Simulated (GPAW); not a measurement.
# Nb2NS2 MXene monolayer: simulated STM images

Aim: Tersoff-Hamann images of Nb2NS2 MXene monolayer at several biases.

Program: GPAW 26.7.0. Level of theory: GPAW, PAW setups; layer in a repeated cell with vacuum, relaxation of atoms and in-plane cell, in the first sound run; inputs show where later runs differ. Results are calculated unless marked as measured.

### Step 1. The starting structure

The cell holds 5 atoms: 2 S, 2 Nb and 1 N. Cell: a = 3.079 Å, b = 3.079 Å, c = 20.019 Å, α = 90.0°, β = 90.0°, γ = 120.0°. Vacuum lies along c.

Coordinates:

```cif
data_structure
_symmetry_space_group_name_H-M 'P 1'
_symmetry_Int_Tables_number 1
_cell_length_a 3.0791
_cell_length_b 3.0791
_cell_length_c 20.0190
_cell_angle_alpha 90.000
_cell_angle_beta 90.000
_cell_angle_gamma 120.000
_cell_volume 164.37
loop_
_atom_site_label
_atom_site_type_symbol
_atom_site_fract_x
_atom_site_fract_y
_atom_site_fract_z
_atom_site_occupancy
S1 S 0.33333 0.66667 0.34967 1
Nb2 Nb 0.66667 0.33333 0.43931 1
N3 N 0.00000 0.00000 0.50000 1
Nb4 Nb 0.33333 0.66667 0.56069 1
S5 S 0.66667 0.33333 0.65033 1
```

### Step 2. Relaxing the atoms

The atoms are relaxed first, since the surface dipole, and with it the work function, follows the positions of the outer layers.

run.py

```python
import json
import numpy as np
from ase import Atoms
from ase.filters import FrechetCellFilter
from ase.optimize import BFGS
from gpaw import GPAW, PW

slab = Atoms(
    ['S', 'Nb', 'N', 'Nb', 'S'],
    positions=[
        [-0.00000, 1.77771, 7.00000],
        [1.53954, 0.88885, 8.79456],
        [0.00000, 0.00000, 10.00948],
        [-0.00000, 1.77771, 11.22440],
        [1.53954, 0.88885, 13.01896]],
    cell=[[3.07908, 0.0, 0.0], [-1.53954, 2.66656, 0.0], [0.0, 0.0, 20.019]],
    pbc=[True, True, True])

slab.calc = GPAW(mode=PW(600), xc='PBE', kpts={'size': (12, 12, 1), 'gamma': True},
                 occupations={'name': 'fermi-dirac', 'width': 0.05}, nbands='160%',
                 convergence={'density': 1e-05}, maxiter=200,
                 symmetry={'tolerance': 1e-3}, txt='slab.txt')
result = {}
# The in-plane cell is free; stress needs a cell that repeats along all three vectors
path = []
opt = BFGS(FrechetCellFilter(slab, mask=[1, 1, 0, 0, 0, 1]), maxstep=0.2)
opt.attach(lambda: path.append((slab.get_potential_energy(), slab.positions.tolist(), slab.get_forces().tolist())))
result['relaxed'] = bool(opt.run(fmax=0.02, steps=45))
result['path'] = path
result['cell'] = slab.cell.tolist()
print('in-plane lattice', slab.cell.cellpar().round(4)[[0, 1, 5]])
energy = slab.get_potential_energy()
fermi = slab.calc.get_fermi_level()
v = slab.calc.get_electrostatic_potential().mean((0, 1)) - fermi
n = slab.calc.get_pseudo_density().mean((0, 1))
L = slab.cell[2, 2]
z = np.arange(len(v)) * L / len(v)
low, high = slab.positions[:, 2].min(), slab.positions[:, 2].max()
below, above = np.interp([low - 4.8, high + 4.8], z, v)
slopes = [np.interp(x, z, np.gradient(v, z)) for x in (low - 4.8, high + 4.8)]
eps = np.array([[slab.calc.get_eigenvalues(k, s) for k in range(len(slab.calc.get_ibz_k_points()))]
                for s in range(slab.calc.get_number_of_spins())]) - fermi
top, bottom = eps[eps < 0].max(), eps[eps > 0].min()
dipole = slab.get_dipole_moment()[2]
print(f'energy {energy:.4f} eV, Fermi level {fermi:.4f} eV, dipole {dipole:.5f} e A')
print(f'potential 4.8 A off the faces, from the Fermi level: lower {below:.4f} eV, upper {above:.4f} eV')
print(f'slope of the potential there: lower {slopes[0]:.5f}, upper {slopes[1]:.5f} eV/A')
print(f'nearest levels on the mesh: {top:.4f} and {bottom:.4f} eV')
print('magnetic moment', round(slab.get_magnetic_moment(), 3))
result.update(energy=energy, fermi=fermi, dipole=dipole, below=below, above=above, slopes=slopes, edges=[top, bottom],
              z=z.tolist(), v=v.tolist(), n=n.tolist(), positions=slab.positions.tolist(),
              forces=slab.get_forces(apply_constraint=False).tolist(), moments=slab.get_magnetic_moments().tolist())
json.dump(result, open('result.json', 'w'))
```

Command:

```sh
$ OMP_NUM_THREADS=1 OPENBLAS_NUM_THREADS=1 python run.py
```

Output:

```text
Step          Energy          fmax
BFGS:    0      -41.781708        1.458205
BFGS:    1      -41.921461        1.199291
BFGS:    2      -42.104584        1.057243
BFGS:    3      -42.151149        0.916337
BFGS:    4      -42.444029        1.104517
BFGS:    5      -42.468878        0.881877
BFGS:    6      -42.557246        0.607344
BFGS:    7      -42.586681        0.296872
BFGS:    8      -42.589579        0.029726
BFGS:    9      -42.589383        0.001138
in-plane lattice [  3.2804   3.2804 120.    ]
energy -42.5838 eV, Fermi level 0.8452 eV, dipole -0.00064 e A
potential 4.8 A off the faces, from the Fermi level: lower 5.4060 eV, upper 5.4091 eV
slope of the potential there: lower -0.00087, upper -0.00039 eV/A
nearest levels on the mesh: -0.0579 and 0.1541 eV
magnetic moment 0.0
```

Run time: 16 min. Hardware: 1 thread of Intel Xeon Platinum 8259CL at 2.50GHz (Skylake/Cascade Lake), shared host; peak memory 0.44 GiB.

Numbers from this step:

| Property | Result |
| --- | --- |
| dipole along the normal | -6.37e-4 e·Å |
| levels nearest the Fermi level on the mesh | -0.05790, 0.1541 eV from the Fermi level |

Electrostatic potential energy of an electron (without an applied field's), less the Fermi level, planar mean against z:

```
z (Å)  electrostatic potential energy of an electron (without an applied field's), less the Fermi level, planar mean (eV)
  0.0                                                                                                                5.41
  0.5                                                                                                                5.41
  1.0                                                                                                                5.41
  1.5                                                                                                                5.41
  2.0                                                                                                                5.41
  2.5                                                                                                                5.41
  3.0                                                                                                                5.41
  3.5                                                                                                                5.40
  4.0                                                                                                                5.40
  4.5                                                                                                                5.40
  5.0                                                                                                                5.37
  5.5                                                                                                                5.22
  6.0                                                                                                                4.51
  6.5                                                                                                                1.05
  7.0                                                                                                               -11.7
  7.5                                                                                                               -13.2
  8.0                                                                                                               -5.64
  8.5                                                                                                               -15.4
  9.0                                                                                                               -21.0
  9.5                                                                                                               -10.4
 10.0                                                                                                               -13.9
 10.5                                                                                                               -10.2
 11.0                                                                                                               -20.7
 11.5                                                                                                               -15.9
 12.0                                                                                                               -5.73
 12.5                                                                                                               -12.6
 13.0                                                                                                               -12.3
 13.5                                                                                                               0.783
 14.0                                                                                                                4.46
 14.5                                                                                                                5.22
 15.0                                                                                                                5.37
 15.5                                                                                                                5.40
 16.0                                                                                                                5.41
 16.5                                                                                                                5.41
 17.0                                                                                                                5.41
 17.5                                                                                                                5.41
 18.0                                                                                                                5.41
 18.5                                                                                                                5.41
 19.0                                                                                                                5.41
 19.5                                                                                                                5.41
```

The pseudo valence density, planar mean by z:

```
z (Å)  pseudo valence density, planar mean (e/Å³)
  4.0                                      8.8e-5
  4.5                                      4.2e-4
  5.0                                     0.00203
  5.5                                      0.0102
  6.0                                      0.0509
  6.5                                       0.212
  7.0                                       0.393
  7.5                                       0.461
  8.0                                       0.439
  8.5                                       0.808
  9.0                                        1.22
  9.5                                       0.654
 10.0                                       0.719
 10.5                                       0.651
 11.0                                        1.20
 11.5                                       0.839
 12.0                                       0.441
 12.5                                       0.464
 13.0                                       0.393
 13.5                                       0.222
 14.0                                      0.0544
 14.5                                      0.0109
 15.0                                     0.00218
 15.5                                      4.5e-4
 16.0                                      9.4e-5
```

The relaxation lowered the energy of the cell by 0.812 eV (energies extrapolated to zero smearing; the optimiser's log prints free energies). The largest force left on a free atom is 0.0011 eV/Å.

### Step 3. The slab's potential

The work function is the vacuum plateau of the electrostatic potential less the Fermi level; a dipole layer lets the two faces have plateaus of their own.

This step: GPAW, PAW setups; slab in vacuum (GPAW 26.7.0).

The cell differs from the one that the last finished run ended in (c 20.019 → 19.512 Å).

run.py

```python
import json
import numpy as np
from ase import Atoms
from ase.dft.stm import STM
from gpaw import GPAW, PW

slab = Atoms(
    ['S', 'Nb', 'N', 'Nb', 'S'],
    positions=[
        [-0.00000, 1.89397, 7.00000],
        [1.64022, 0.94698, 8.61109],
        [-0.00000, -0.00000, 9.75574],
        [-0.00000, 1.89397, 10.90039],
        [1.64022, 0.94698, 12.51148]],
    cell=[[3.28045, -0.0, 0.0], [-1.64022, 2.84095, 0.0], [0.0, 0.0, 19.5115]],
    pbc=[True, True, False])

slab.calc = GPAW(mode=PW(500), xc='PBE', kpts={'size': (12, 12, 1), 'gamma': True},
                 occupations={'name': 'fermi-dirac', 'width': 0.05}, nbands='160%',
                 convergence={'density': 1e-05}, maxiter=200,
                 poissonsolver={'dipolelayer': 'xy'},
                 symmetry={'tolerance': 1e-3}, txt='slab.txt')
result = {}
energy = slab.get_potential_energy()
fermi = slab.calc.get_fermi_level()
v = slab.calc.get_electrostatic_potential().mean((0, 1)) - fermi
n = slab.calc.get_pseudo_density().mean((0, 1))
L = slab.cell[2, 2]
z = np.arange(len(v)) * L / len(v)
low, high = slab.positions[:, 2].min(), slab.positions[:, 2].max()
below, above = np.interp([low - 4.8, high + 4.8], z, v)
slopes = [np.interp(x, z, np.gradient(v, z)) for x in (low - 4.8, high + 4.8)]
eps = np.array([[slab.calc.get_eigenvalues(k, s) for k in range(len(slab.calc.get_ibz_k_points()))]
                for s in range(slab.calc.get_number_of_spins())]) - fermi
top, bottom = eps[eps < 0].max(), eps[eps > 0].min()
dipole = slab.get_dipole_moment()[2]
print(f'energy {energy:.4f} eV, Fermi level {fermi:.4f} eV, dipole {dipole:.5f} e A')
print(f'potential 4.8 A off the faces, from the Fermi level: lower {below:.4f} eV, upper {above:.4f} eV')
print(f'slope of the potential there: lower {slopes[0]:.5f}, upper {slopes[1]:.5f} eV/A')
print(f'nearest levels on the mesh: {top:.4f} and {bottom:.4f} eV')
print('magnetic moment', round(slab.get_magnetic_moment(), 3))
result.update(energy=energy, fermi=fermi, dipole=dipole, below=below, above=above, slopes=slopes, edges=[top, bottom],
              z=z.tolist(), v=v.tolist(), n=n.tolist(), positions=slab.positions.tolist(),
              forces=slab.get_forces(apply_constraint=False).tolist(), moments=slab.get_magnetic_moments().tolist())

# Images need the states of the whole zone, up to time reversal
slab.calc = slab.calc.fixed_density(symmetry={'point_group': False}, txt='states.txt', nbands='250%',
                                    convergence={'bands': 'CBM+1.3'})
stm = STM(slab)
result['stm'] = []
for bias in [-1.0, 1.0]:
    height = high + 4.0
    current = stm.get_averaged_current(bias, height)
    x, y, h = stm.scan(bias, current)
    i, f = divmod(height / L * stm.ldos.shape[2], 1)
    I = abs((1 - f) * stm.ldos[:, :, int(i)] + f * stm.ldos[:, :, int(i) + 1])
    print(f'bias {bias} V: mean current at 4.0 A {current:.4e}, corrugation {np.ptp(h):.4f} A')
    result['stm'].append(dict(bias=bias, current=current, h=(h - high).tolist(), I=I.tolist()))
json.dump(result, open('result.json', 'w'))
```

Output:

```text
energy -42.1461 eV, Fermi level 1.0093 eV, dipole -0.00030 e A
potential 4.8 A off the faces, from the Fermi level: lower 5.4055 eV, upper 5.4118 eV
slope of the potential there: lower -0.00036, upper 0.00036 eV/A
nearest levels on the mesh: -0.0585 and 0.1538 eV
magnetic moment 0.0
bias -1.0 V: mean current at 4.0 A 9.7180e-07, corrugation 0.1169 A
bias 1.0 V: mean current at 4.0 A 1.9317e-06, corrugation 0.0540 A
```

Run time: 7.9 min. Hardware: 1 thread; peak memory 0.69 GiB.

Numbers from this step:

```yaml
dipole_along_the_normal: -3.00e-4 e·Å
levels_nearest_the_fermi_level_on_the_mesh: -0.05848, 0.1538 eV from the Fermi level
upper_work_function: 5.412 eV
lower_work_function: 5.405 eV
corrugation_minus_1: 0.1169 Å
corrugation_1: 0.05395 Å
```

The electrostatic potential energy of an electron (without an applied field's), less the Fermi level, planar mean oscillates, so the rows of the table below give means over windows of 1.67 Å about each position, cut where the curve ends. Its maxima inside the range that stand out by 2 % of the span (Å: eV): 7.7: -5.52, 9.4: -9.76, 10.1: -9.76, 11.8: -5.52. Its minima: 7.0: -17.4, 8.6: -21.9, 9.8: -14.0, 10.9: -21.9, 12.5: -17.4.

Table of electrostatic potential energy of an electron (without an applied field's), less the Fermi level, planar mean by z; means over each step:

z (Å), electrostatic potential energy of an electron (without an applied field's), less the Fermi level, planar mean (eV) and a bar from the least value:
```
     0.83        5.4 ##############################
     2.50        5.4 ##############################
     4.17        5.4 ##############################
     5.84        2.3 #########################
     7.51      -11.3 #####
     9.18      -15.1 
    10.86      -14.7 #
    12.52       -8.5 ##########
    14.20        4.8 #############################
    15.86        5.4 ##############################
    17.54        5.4 ##############################
    19.20        5.4 ##############################
```

(Continued in part 2 of 2.)

[Logs are printed without paths, hosts, clocks, repeated set-up lines and the standing remarks that a program may print on its own settings, such as how far it seeks lower states.]

[Hosts, paths, dates, database ids (printed as entryN), source tags and the programs' standing remarks are cut or masked in the printed files.]
